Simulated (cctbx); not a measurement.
## Accept or mend?

Cell a = 8.8180 Å, b = 8.8180 Å, c = 26.9130 Å, α = 90.00°, β = 90.00°, γ = 90.00°; space group I-42d (no. 122).

The data are simulated with cctbx, not measured: Ga Kα, λ = 1.3414 Å, to d = 0.83 Å, 80 % of the full sphere, strongest reflection 40000 counts, noise from counting, a 4 % proportional error and a noise floor of 15 counts (s.d.); no absorption, and some extinction, which the refinements don't model.

An anisotropic refinement with weights 1/σ² prints:

```text
Rint 0.034, 965 unique reflections to 0.83 A
cycle     R1     wR2    GooF  max shift (A)
   1  0.0889  0.2379   8.109   0.00301
   2  0.0552  0.1516   5.168   0.00002
final R1 0.0552 wR2 0.1516 GooF 5.168  parameters 46  data/parameter 21.0
atom        x        y        z      Ueq    occ   su(xyz)  su(Uiso or U11)
Pm1    0.12734  0.76193  0.29055   0.0057  1.000  0.00019  0.0008
Pm2    0.50000  0.50000  0.33266   0.0060  1.000  0.00007  0.0010
Te1    0.75000  0.87842  0.37500  -0.0035  1.000  0.00027  0.0010  NPD
Te2    0.82449  0.92120  0.26697   0.0058  1.000  0.00021  0.0009
Te3    0.81769  0.56653  0.31622   0.0055  1.000  0.00020  0.0009
Pm3    0.57092  0.17860  0.35330   0.0131  1.000  0.00020  0.0009
difference map: max 3.00 min -2.90 rms 0.53
Q1    0.0840  0.7500  0.6250    8    3.03  0.33 A from Te1
Q2    0.1310  0.2500  0.6250    8    3.01  1.74 A from Pm3
Q3    0.0688  0.6894  0.8548   16    2.00  0.11 A from Pm3
Q4    0.0501  0.6981  0.1861   16    1.64  0.21 A from Te3
Q5    0.1364  0.7238  0.9619   16    1.60  0.16 A from Pm1
Q6    0.0000  0.0000  0.1696    8    1.56  0.06 A from Pm2
```

Q: Accept it or mend it, and why?

Mend it. The fault: elements exchanged: Pm3 is Te and Te1 is Pm. Against the right model at the same level, R1 goes from 0.0146 to 0.0552 and GooF from 1.10 to 5.17, U of Te1 shrinks from 0.0061 to -0.0035 Å², U of Pm3 swells from 0.0055 to 0.0131 Å², the top difference peak, 3.0 e/Å³, lies on Te1 and Te1 goes non-positive-definite. Pm3 has 9 electrons too many and its U swells to shed them, as expected; Te1 has 9 electrons too few and its U shrinks to make up, as expected.

The compound is Pm2Te3. The right model at the same level gives:

```text
Rint 0.034, 965 unique reflections to 0.83 A
cycle     R1     wR2    GooF  max shift (A)
   1  0.0202  0.0482   1.643   0.00120
   2  0.0146  0.0322   1.096   0.00000
final R1 0.0146 wR2 0.0322 GooF 1.096  parameters 46  data/parameter 21.0
atom        x        y        z      Ueq    occ   su(xyz)  su(Uiso or U11)
Pm1    0.12735  0.76206  0.29058   0.0069  1.000  0.00004  0.0002
Pm2    0.50000  0.50000  0.33270   0.0071  1.000  0.00001  0.0002
Pm3    0.75000  0.87845  0.37500   0.0061  1.000  0.00006  0.0002
Te1    0.82459  0.92125  0.26696   0.0074  1.000  0.00004  0.0002
Te2    0.81754  0.56640  0.31631   0.0073  1.000  0.00004  0.0002
Te3    0.57075  0.17878  0.35332   0.0055  1.000  0.00004  0.0002
Flack x: 0.004(9)
Hooft y: -0.004(6)  Bijvoet pairs: 404
difference map: max 0.94 min -2.31 rms 0.29
Q1    0.1695  0.1843  0.8522   16    0.96  1.93 A from Te2
Q2    0.0584  0.1865  0.3087   16    0.93  1.77 A from Pm1
Q3    0.1287  0.2550  0.3372   16    0.92  1.74 A from Te2
Q4    0.0222  0.1233  0.5724   16    0.90  1.68 A from Te3
Q5    0.0672  0.0546  0.7712   16    0.87  1.82 A from Pm2
Q6    0.1811  0.1735  0.1787   16    0.86  1.76 A from Te3
```

Isotropic U is held between 0.0001 and 1 Å² by the program, and listed peak heights are interpolated, so they can pass the grid's maximum.

The model was made for the exercise: a known structure type with other elements put in, its volume estimated, not relaxed; displacement parameters are assumed.

[Middle refinement cycles are left out of these outputs.]

[Logs are printed without paths, hosts, clocks, repeated set-up lines and the standing remarks that a program may print on its own settings, such as how far it seeks lower states.]
